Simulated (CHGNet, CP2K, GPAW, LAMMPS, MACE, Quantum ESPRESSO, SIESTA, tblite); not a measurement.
# Which run comes nearest? Glassy 67P2O5-33MgO (mol %) (80 atoms)

Density of this cell: 2.93 g/cm³. The cell holds 80 atoms: 20 P, 5 Mg and 55 O. Its edges and angles: a = 9.726 Å, b = 9.726 Å, c = 9.726 Å, α = 90.0°, β = 90.0°, γ = 90.0°. 80 atoms (20 P, 5 Mg, 55 O) placed at random at 2.93 g/cm³, melted at 4000 K for 10 ps at fixed volume with the Morse and Coulomb pair potential with partial charges (Pedone, Malavasi, Menziani, Cormack and Segre, J. Phys. Chem. B 110, 11780 (2006)). Quenched from 4000 K to 300 K at 25 K/ps and fixed volume, held 5 ps.

Geometry: as built.

The reference, a calculation:

```
method                                           : Kohn-Sham DFT, PBE, SSSP efficiency 1.3.0 pseudopotentials, plane waves (Quantum ESPRESSO 7.5); sssp-pbe-1.3.0-efficiency, cutoffs 60/480 Ry, Γ point
r.m.s. force component                           : 1.606 eV/Å
longest force                                    : 6.354 eV/Å
pressure                                         : 4.002 GPa
gap (highest filled to lowest empty level) : 1.699 eV
time                                             : 2.2 min on 4 MPI ranks of Arm Neoverse V1, shared host
CPU time                                         : 8.9 min
```

**Question.** The same geometry is run in other programs. How far does each lie from the reference, and what does it cost?
- SIESTA PBE, SZP, shift 0.01 Ry, mesh 500 Ry (SIESTA 5.4.2; 2 MPI ranks)
- CHGNet r2SCAN potential (CHGNet r2SCAN; 1 thread)
- tblite GFN1-xTB (tblite 0.8.0; 1 thread)
- MACE MPA-0 medium potential (MACE MPA-0 medium; 1 thread)
- CP2K PBE, DZVP-MOLOPT-SR, 1200/50 Ry, diagonalisation (CP2K 2026.2; 2 threads)
- GPAW PBE, LCAO szp(dzp), h 0.18 Å (GPAW 26.7.0; 1 thread)
- SIESTA PBE, DZP, shift 0.01 Ry, mesh 500 Ry (SIESTA 5.4.2; 2 MPI ranks)
- GPAW PBE, LCAO sz(dzp), h 0.18 Å (GPAW 26.7.0; 1 thread)
- CHGNet 0.3.0 potential (CHGNet 0.3.0; 1 thread)
- SIESTA PBE, DZ, shift 0.01 Ry, mesh 500 Ry (SIESTA 5.4.2; 2 MPI ranks)

Differences are against the plane-wave reference, forces as r.m.s. over components; share is that over the reference's r.m.s. force, slope the least-squares factor from reference forces to these. Total energies of different programs have different zeros and aren't compared.

```tsv
run	Δ force, r.m.s. (meV/Å)	share (%)	slope	Δ pressure (GPa)	Δ gap (eV)	cores	CPU time	memory (GiB)
reference	-	-	-	-	-	4	8.9 min	2.8
SIESTA PBE, SZP, shift 0.01 Ry, mesh 500 Ry (coarse)	813	50.6	1.318	11.6	-0.851	2	3.7 min	1.6
CHGNet r2SCAN potential	566	35.2	0.769	-6.64	-	1	4.4 s	1.2
tblite GFN1-xTB	587	36.5	0.845	3.07	-	1	4.9 s	0.12
MACE MPA-0 medium potential	249	15.5	0.899	-0.349	-	1	9.7 s	1.1
CP2K PBE, DZVP-MOLOPT-SR, 1200/50 Ry, diagonalisation	183	11.4	1.047	0.991	-0.346	2	5.7 min	8.0
GPAW PBE, LCAO szp(dzp), h 0.18 Å (coarse)	650	40.5	1.274	-	-0.903	1	95 s	1.2
SIESTA PBE, DZP, shift 0.01 Ry, mesh 500 Ry	270	16.8	1.093	2.11	-0.300	2	4.3 min	1.8
GPAW PBE, LCAO sz(dzp), h 0.18 Å (coarse)	2794	174	1.313	-	-1.17	1	52 s	1.0
CHGNet 0.3.0 potential	333	20.7	0.904	-0.0244	-	1	5.2 s	1.2
SIESTA PBE, DZ, shift 0.01 Ry, mesh 500 Ry (coarse)	2073	129	1.264	30.1	-0.618	2	2.2 min	1.2
```

Rows marked coarse were listed beforehand as settings not expected to be converged; some can still land near the reference.

Times of the machine-learned potentials are mostly Python's start and the loading of weights.

CPU time is summed over cores on a shared host, where runs went side by side, so it is rough. Symmetry, cutoffs, thresholds, outputs and thread counts weren't matched or tuned between programs; memory under MPI is the largest rank's times the ranks.

The PBE runs in local orbitals, coarse settings apart, differ by 11 % (CP2K PBE, DZVP-MOLOPT-SR, 1200/50 Ry, diagonalisation) to 17 % (SIESTA PBE, DZP, shift 0.01 Ry, mesh 500 Ry); basis, grid and potentials can all enter. Tight binding differs by 37 % (tblite GFN1-xTB); it is another model, with fitted parameters of its own, and the xTB methods hold dispersion. Machine-learned potentials differ by 15 % (MACE MPA-0 medium potential) to 35 % (CHGNet r2SCAN potential); they were trained on other programs' data, some at another functional. Runs with settings chosen to be coarse differ by 40 % (GPAW PBE, LCAO szp(dzp), h 0.18 Å) to 174 % (GPAW PBE, LCAO sz(dzp), h 0.18 Å), their programs' other errors included. Periodic xTB results under one method name differ between programs and library versions. Machine-learned potentials mimic data converged in k, so the reference's own k-point error enters their differences. The network of bonds at the start is that of the classical potential that made the cell, and needn't be the one that DFT or experiment would give. The electronic-structure runs sample only Γ, in a cell whose shortest periodic width is 10 Å.

[Logs are printed without paths, hosts, clocks, repeated set-up lines and the standing remarks that a program may print on its own settings, such as how far it seeks lower states.]

[Hosts, paths, dates, database ids (printed as entryN), source tags and the programs' standing remarks are cut or masked in the printed files.]
